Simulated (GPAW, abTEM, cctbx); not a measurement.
# HfMg3B2: the scripts behind a bonding study

Short scripts, each with its output. The cell comes from substitution in a known structure type and wasn't matched to any measured phase.

### 1. Relax the structure

```text
cell
1.0
     0.000000000    0.000000000    3.618000000
     5.716000000    0.000000000    0.000000000
    -2.858000000    4.950201208    0.000000000
Hf Mg B
1 3 2
Direct
0.000000000 0.000000000 0.000000000
0.500000000 0.000000000 0.500000000
0.500000000 0.500000000 0.500000000
0.500000000 0.500000000 0.000000000
0.000000000 0.666666667 0.333333333
0.000000000 0.333333333 0.666666667
```

```python
from ase.constraints import FixSymmetry
from ase.filters import FrechetCellFilter
from ase.io import read, write
from ase.optimize import BFGS
from ase.parallel import parprint
from gpaw import GPAW, PW, FermiDirac

atoms = read("start.vasp")
atoms.set_constraint(FixSymmetry(atoms))
atoms.calc = GPAW(mode=PW(670), xc="PBE", kpts={"size": (5, 4, 4), "gamma": True},
                 occupations=FermiDirac(0.1), maxiter=120, symmetry={"tolerance": 1e-5}, txt="relax.txt")
BFGS(FrechetCellFilter(atoms), maxstep=0.15).run(fmax=0.03, steps=40)
parprint("cell  %.4f %.4f %.4f  %.2f %.2f %.2f" % tuple(atoms.cell.cellpar()))
parprint("volume %.3f A^3, largest force %.3f eV/A, largest stress %.2f GPa" % (atoms.get_volume(), abs(atoms.get_forces()).max(), 160.218 * abs(atoms.get_stress()).max()))
atoms.set_constraint()
write("relaxed.vasp", atoms, direct=True)
```

```console
$ OMP_NUM_THREADS=1 mpirun -n 4 gpaw python run.py > gpaw.log
```

```text
      Step        Energy          fmax
BFGS:    0      -22.371897        0.771520
BFGS:    1      -22.393365        0.740758
BFGS:    2      -22.576615        0.286831
BFGS:    3      -22.591371        0.300732
BFGS:    4      -22.592931        0.285654
BFGS:    5      -22.620658        0.227214
BFGS:    6      -22.639713        0.227861
BFGS:    7      -22.651074        0.130404
BFGS:    8      -22.656041        0.014336
cell  3.6643 5.3798 5.3798  120.00 90.00 90.00
volume 91.843 A^3, largest force 0.000 eV/A, largest stress 0.15 GPa
```

Time: 59 s on 4 cores of Intel(R) Xeon(R) Platinum 8488C (Sapphire Rapids) (shared host), peak memory 1.1 GiB.

### 2. Build the all-electron density and subtract free atoms

```text
cell
1.0
     0.000000000    0.000000000    3.664277260
     5.379758640    0.000000000    0.000000000
    -2.689879320    4.659007650    0.000000000
Hf Mg B
1 3 2
Direct
0.000000000 0.000000000 0.000000000
0.500000000 0.000000000 0.500000000
0.500000000 0.500000000 0.500000000
0.500000000 0.500000000 0.000000000
0.000000000 0.666666670 0.333333330
0.000000000 0.333333330 0.666666670
```

```python
import numpy as np
from ase.io import read
from ase.units import Bohr
from gpaw import GPAW, PW, FermiDirac
from gpaw.calculator import GPAW as OldGPAW
from gpaw.mpi import serial_comm, world
from scipy.special import erfc
from scipy.spatial import cKDTree

atoms = read("cell.vasp")
atoms.calc = GPAW(mode=PW(550), xc="PBE", kpts={"size": (6, 5, 5), "gamma": True},
                 occupations=FermiDirac(0.1), maxiter=120, symmetry={"tolerance": 1e-5}, txt="scf.txt")
atoms.get_potential_energy()
rho = atoms.calc.get_all_electron_density(gridrefinement=2)
moments = atoms.get_magnetic_moments() if atoms.calc.get_number_of_spins() == 2 else np.zeros(len(atoms))
total = atoms.get_magnetic_moment() if moments.any() else 0.0
if world.rank == 0:
    free = OldGPAW(mode=PW(550), xc="PBE", txt=None, communicator=serial_comm)
    neutral = atoms.copy()
    neutral.set_initial_magnetic_moments(None)
    free.initialize(neutral)
    free.set_positions(neutral)
    drho = rho - free.get_all_electron_density(gridrefinement=2)
    # GPAW starts from confined atoms: exchange their smooth part for that of the datasets' free atoms
    h = np.stack(np.meshgrid(*[np.fft.fftfreq(n, 1 / n) for n in drho.shape], indexing="ij"), -1)
    gabs = np.linalg.norm(h @ atoms.cell.reciprocal(), axis=-1)
    tails = np.fft.fftn(free.get_pseudo_density(gridrefinement=2))
    g, form, v0 = np.linspace(0, gabs.max(), 1500), {}, 0
    for e in set(atoms.symbols):
        idx = atoms.symbols.search(e)
        d = free.setups[idx[0]].data
        r, w = d.rgd.r_g * Bohr, d.rgd.r_g**2 * d.rgd.dr_g
        j0 = np.sinc(2 * g[:, None] * r)
        smooth = sum(f * p**2 for f, p in zip(d.f_j, d.phit_jg)) + np.sqrt(4 * np.pi) * d.nct_g
        full = sum(f * p**2 for f, p in zip(d.f_j, d.phi_jg)) + np.sqrt(4 * np.pi) * d.nc_g
        phase = sum(np.exp(-2j * np.pi * h @ s) for s in atoms.get_scaled_positions()[idx])
        tails -= np.interp(gabs, g, j0 @ (smooth * w)) * phase * drho.size / atoms.get_volume()
        form[e] = j0 @ (full * w)
        v0 += 2 * np.pi / 3 * 14.3996 * (full * w * r**2).sum() * len(idx)  # V A^3
    tails *= 0.5 * erfc((gabs - 1.8) / 0.25)  # the tails differ at long wavelengths alone
    drho += np.fft.ifftn(tails).real  # crystal minus superposed spherical free atoms
    np.save("drho.npy", drho)
    dv = atoms.get_volume() / drho.size
    print("grid", drho.shape, " electrons %.3f" % (rho.sum() * dv), " moved by bonding %.3f e" % (abs(drho).sum() * dv / 2))
    pts = np.indices(drho.shape).reshape(3, -1).T / drho.shape @ atoms.cell
    shifts = (np.indices((3, 3, 3)).reshape(3, -1).T - 1) @ atoms.cell
    images = (atoms.positions[None] + shifts[:, None]).reshape(-1, 3)
    dist, idx = cKDTree(images).query(pts, k=4)
    out = drho.ravel()[dist[:, 0] > 0.5]
    print("deformation density beyond 0.5 A of the nuclei: max %.3f, min %.3f e/A^3" % (out.max(), out.min()))
    tie = dist < dist[:, :1] + 1e-4
    q = -np.bincount((idx % len(atoms))[tie], (drho.ravel()[:, None] / tie.sum(1, keepdims=True) * tie)[tie], len(atoms)) * dv
    print("atom        x       y       z   Voronoi charge  moment")
    for a, s, c, m in zip(atoms, atoms.get_scaled_positions(), q, moments):
        print("%-2s%-3d %7.4f %7.4f %7.4f %10.3f %10.2f" % (a.symbol, a.index + 1, *s, c, m))
    np.savez("free.npz", g=g, **form)
    print("mean inner potential of superposed free atoms %.3f V" % (v0 / atoms.get_volume()))
    print("total magnetic moment %.3f muB" % total)
```

```console
$ OMP_NUM_THREADS=1 mpirun -n 4 gpaw python run.py > gpaw.log
```

```text
grid (40, 60, 60)  electrons 118.000  moved by bonding 0.978 e
deformation density beyond 0.5 A of the nuclei: max 0.100, min -0.060 e/A^3
atom        x       y       z   Voronoi charge  moment
Hf1    0.0000  0.0000  0.0000      0.286       0.00
Mg2    0.5000  0.0000  0.5000      0.123       0.00
Mg3    0.5000  0.5000  0.5000      0.123       0.00
Mg4    0.5000  0.5000  0.0000      0.123       0.00
B 5    0.0000  0.6667  0.3333     -0.328       0.00
B 6    0.0000  0.3333  0.6667     -0.328       0.00
mean inner potential of superposed free atoms 17.506 V
total magnetic moment 0.000 muB
```

Time: 14 s.

### 3. Fourier-transform the difference

```python
from cctbx import adptbx, crystal, miller, xray
from cctbx.eltbx import tiny_pse
import numpy as np

cs = crystal.symmetry(unit_cell=(5.3798, 5.3798, 3.6643, 90, 90, 120), space_group_symbol='Hall: -P 6 2')  # P6/mmm
atoms = [  # label, site, U (iso, or U11 U22 U33 U12 U13 U23 in A^2), occupancy
    ("Hf1", (0, 0, 0), 0.0000, 1),
    ("Mg1", (0, 0.5, 0.5), 0.0000, 1),
    ("B1", (2/3, 1/3, 0), 0.0000, 1),
]
xs = xray.structure(crystal_symmetry=cs)
for label, site, u, occ in atoms:
    u = adptbx.u_cif_as_u_star(cs.unit_cell(), u) if isinstance(u, tuple) else u
    xs.add_scatterer(xray.scatterer(label, site=site, u=u, occupancy=occ))
xs.scattering_type_registry(table="wk1995")
drho = np.load("drho.npy")
T = np.array([[0, 1, 0], [0, 0, 1], [1, 0, 0]])  # conventional axes in terms of the primitive ones
dF = np.fft.ifftn(drho) * 91.84268  # electrons a conventional cell, indexed by primitive hkl
ms = miller.build_set(cs, anomalous_flag=False, d_min=0.9).sort("resolution")
iam = ms.structure_factors_from_scatterers(xs, algorithm="direct").f_calc()
p1 = xs.expand_to_p1()
z = np.array([tiny_pse.table(sc.scattering_type).atomic_number() for sc in p1.scatterers()])
x = np.array(p1.sites_frac())
free = np.load("free.npz")
print("static structure factors of the conventional cell: F in electrons, V (Mott-Bethe) in volts")
print("   h  k  l      d  |F| table  |F| free   |F| DFT   change   |V| free  |V| DFT  change %")
for h, d, table in list(zip(ms.indices(), ms.d_spacings().data(), iam.data()))[:16]:
    df = dF[tuple(np.rint(np.linalg.solve(T, h)).astype(int))]
    phase = np.exp(2j * np.pi * x @ h)
    f = sum(np.interp(1 / d, free["g"], free[sc.scattering_type]) * p for sc, p in zip(p1.scatterers(), phase))
    fz = (z * phase).sum()
    c = 14.3996 * d * d / (np.pi * cs.unit_cell().volume())
    v0, v1 = abs(fz - f) * c, abs(fz - f - df) * c
    print("%4d%3d%3d %7.4f %9.3f %9.3f %9.3f %8.3f %9.3f %8.3f %8s" % (h + (d, abs(table), abs(f), abs(f + df), abs(f + df) - abs(f), v0, v1, "%.1f" % (100 * (v1 / v0 - 1)) if v0 > 0.02 else "-")))
```

```console
$ python run.py
```

```text
static structure factors of the conventional cell: F in electrons, V (Mott-Bethe) in volts
   h  k  l      d  |F| table  |F| free   |F| DFT   change   |V| free  |V| DFT  change %
   1  0  0  4.6590    53.011    52.981    52.715   -0.266     2.188    2.476     13.2
   0  0  1  3.6643    43.037    42.947    43.183    0.236     2.046    1.888     -7.7
   1  0  1  2.8802    68.781    68.742    68.392   -0.350     4.247    4.392      3.4
   1  1  0  2.6899    58.592    58.553    58.885    0.332     4.133    4.013     -2.9
   2  0  0  2.3295    82.922    82.772    82.439   -0.332     5.478    5.568      1.6
   1  1  1  2.1684    71.934    71.815    71.708   -0.107     5.206    5.231      0.5
   2  0  1  1.9659    30.873    30.805    30.824    0.019     0.038    0.034     -9.8
   0  0  2  1.8321    83.506    83.307    83.001   -0.306     5.812    5.863      0.9
   2  1  0  1.7610    45.463    45.350    45.433    0.083     1.493    1.481     -0.9
   1  0  2  1.7051    45.001    44.891    45.076    0.186     1.467    1.440     -1.8
   2  1  1  1.5872    58.426    58.273    58.373    0.100     2.606    2.593     -0.5
   3  0  0  1.5530    49.237    49.159    49.214    0.055     2.509    2.502     -0.3
   1  1  2  1.5143    48.740    48.667    48.511   -0.156     2.441    2.459      0.7
   2  0  2  1.4401    69.731    69.545    69.698    0.153     3.463    3.447     -0.5
   3  0  1  1.4299    61.240    61.121    61.191    0.070     3.355    3.348     -0.2
   2  2  0  1.3449    72.539    72.376    72.547    0.170     4.119    4.103     -0.4
```

Time: 0.28 s on 1 core of Intel(R) Xeon(R) Platinum 8488C (Sapphire Rapids) (shared host), peak memory 0.08 GiB.

### 4. Rock the beam across one reflection

```python
import abtem
import numpy as np
from ase.build import make_supercell
from ase.io import read

abtem.config.set({"dask.lazy": False, "fft": "fftw", "diagnostics.progress_bar": False})
M = [[0, 1, 0], [0, 1, 2], [1, 0, 0]]  # rows: x, y and beam direction in the primitive cell's axes
unit = make_supercell(read("cell.vasp"), M)
unit.set_cell(list(unit.cell.lengths()) + [90, 90, 90], scale_atoms=True)
unit.positions[:, 2] += 0.9161  # keeps atomic planes off the slice boundaries
unit.wrap()
slab = unit * (1, 1, 248)
print(slab.get_chemical_formula(), "| box %.2f x %.2f x %.2f A" % tuple(slab.cell.lengths()))

# change of the potential by bonding, from the DFT deformation density (Poisson's equation term by term)
drho = np.load("drho.npy")
prim = read("cell.vasp")
h = np.stack(np.meshgrid(*[np.fft.fftfreq(n, 1 / n) for n in drho.shape], indexing="ij"), -1).reshape(-1, 3).astype(int)
g2 = ((h @ prim.cell.reciprocal()) ** 2).sum(1)
keep = (g2 > 0) & (g2 < 2.5**2)
shape = (120, 208, 22)
vg = np.zeros(shape, complex)
hm = h[keep] @ np.array(M).T
move = np.exp(-2j * np.pi * hm[:, 2] * (0.9161 / unit.cell[2, 2] - 0.5 / shape[2]))  # the same shift, sampled at mid-points
vg[tuple(hm.T % np.array(shape)[:, None])] = -14.3996 / np.pi * (np.fft.fftn(drho).ravel() / drho.size)[keep] / g2[keep] * move
dV = np.fft.ifftn(vg).real * vg.size
dV = dV.reshape(120, 208, 2, 11).mean(3) * unit.cell[2, 2] / 2  # V A, projected in each slice
dV = np.tile(dV.transpose(2, 0, 1), (248, 1, 1))


def build(atoms):
    p = abtem.Potential(atoms, gpts=(120, 208), slice_thickness=[slab.cell[2, 2] / 496] * 496,
                        parametrization="lobato", projection="infinite", exit_planes=124).build()
    p.array[:] += BONDING * dV
    return p


def potentials():
    yield build(slab)  # atoms at rest


for label, BONDING in (("IAM", 0.0), ("DFT", 1.0)):
    print("=====", label)
    potential = build(slab)
    print("grid", potential.gpts, "slices", potential.num_slices)
    thickness = potential.exit_thicknesses
    h = np.array(M) @ np.linalg.solve(np.array([[0, 1, 0], [0, 0, 1], [1, 0, 0]]), [1, 0, 0])
    ix, iy = round(h[0]) * 1, round(h[1]) * 1
    gxy = h[:2] / unit.cell.lengths()[:2]
    along = gxy / np.hypot(*gxy)
    across = np.array([-along[1], along[0]])
    bragg = 500 * abtem.PlaneWave(energy=200000).wavelength * np.hypot(*gxy)
    print("Bragg angle %.3f mrad; beam tilted 37 mrad off the zone axis across the row" % bragg)
    print("dark-field intensity of 1 0 0 against tilt along the row, in Bragg angles")
    print("  t (A)" + "".join("%8.2f" % s for s in [0.2, 0.4, 0.6, 0.8, 1.0, 1.2, 1.4, 1.6, 1.8, 2.0, 2.2, 2.4, 2.6]))
    rows = []
    row = [(n * ix, n * iy) for n in range(-8, 9)]
    for s in [0.2, 0.4, 0.6, 0.8, 1.0, 1.2, 1.4, 1.6, 1.8, 2.0, 2.2, 2.4, 2.6]:
        tilt = -s * bragg * along + 37 * across
        dp = abtem.PlaneWave(energy=200000, tilt=tuple(tilt)).multislice(potential).diffraction_patterns(max_angle="valid").array
        rows.append(dp[:, dp.shape[1] // 2 + ix, dp.shape[2] // 2 + iy])
        if s == 1.0:
            cx, cy = dp.shape[1] // 2, dp.shape[2] // 2
            share = sum(dp[:, cx + i, cy + j] for i, j in row if abs(i) < cx and abs(j) < cy) / dp.sum(axis=(1, 2))
            total = dp.sum(axis=(1, 2))
    for t, a in list(zip(thickness, np.array(rows).T))[1:]:
        print("%7.1f" % t + "".join("%8.4f" % v for v in a))
    print("at the Bragg tilt, share in the row:", share[1:].round(3).tolist(), "total:", total[1:].round(3).tolist())
```

```console
$ python run.py
```

```text
B992Hf496Mg1488 | box 5.38 x 9.32 x 908.74 A
===== IAM
grid (120, 208) slices 496
Bragg angle 2.691 mrad; beam tilted 37 mrad off the zone axis across the row
dark-field intensity of 1 0 0 against tilt along the row, in Bragg angles
  t (A)    0.20    0.40    0.60    0.80    1.00    1.20    1.40    1.60    1.80    2.00    2.20    2.40    2.60
  227.2  0.0810  0.0915  0.1020  0.1092  0.1117  0.1097  0.1029  0.0927  0.0824  0.0726  0.0646  0.0575  0.0516
  454.4  0.1569  0.2414  0.3208  0.3465  0.3427  0.3442  0.3192  0.2409  0.1560  0.1007  0.0770  0.0661  0.0518
  681.6  0.1216  0.1785  0.2814  0.2707  0.2543  0.2718  0.2827  0.1797  0.1213  0.1279  0.0638  0.0437  0.0218
  908.7  0.0339  0.0796  0.2513  0.1386  0.0465  0.1366  0.2517  0.0807  0.0332  0.1320  0.0186  0.0360  0.0950
at the Bragg tilt, share in the row: [0.6340000033378601, 0.6159999966621399, 0.5619999766349792, 0.47999998927116394] total: [0.9860000014305115, 0.9769999980926514, 0.9679999947547913, 0.9520000219345093]
===== DFT
grid (120, 208) slices 496
Bragg angle 2.691 mrad; beam tilted 37 mrad off the zone axis across the row
dark-field intensity of 1 0 0 against tilt along the row, in Bragg angles
  t (A)    0.20    0.40    0.60    0.80    1.00    1.20    1.40    1.60    1.80    2.00    2.20    2.40    2.60
  227.2  0.1004  0.1129  0.1246  0.1324  0.1350  0.1329  0.1256  0.1142  0.1021  0.0895  0.0784  0.0679  0.0587
  454.4  0.1765  0.2596  0.3481  0.3889  0.3896  0.3864  0.3462  0.2585  0.1751  0.1171  0.0849  0.0677  0.0511
  681.6  0.1105  0.1505  0.2700  0.2613  0.2332  0.2621  0.2715  0.1516  0.1101  0.1324  0.0538  0.0319  0.0204
  908.7  0.0501  0.0813  0.2566  0.1136  0.0251  0.1114  0.2576  0.0826  0.0501  0.1201  0.0218  0.0329  0.0909
at the Bragg tilt, share in the row: [0.6309999823570251, 0.6179999709129333, 0.5659999847412109, 0.5230000019073486] total: [0.9860000014305115, 0.9779999852180481, 0.968999981880188, 0.9539999961853027]
```

Time: 22 s.

[Outputs are excerpts: Python notices, other lines and further rows are left out; steps that failed or that the build refused (PBEsol, TPSS) are not shown.]

[Logs are printed without paths, hosts, clocks, repeated set-up lines and the standing remarks that a program may print on its own settings, such as how far it seeks lower states.]
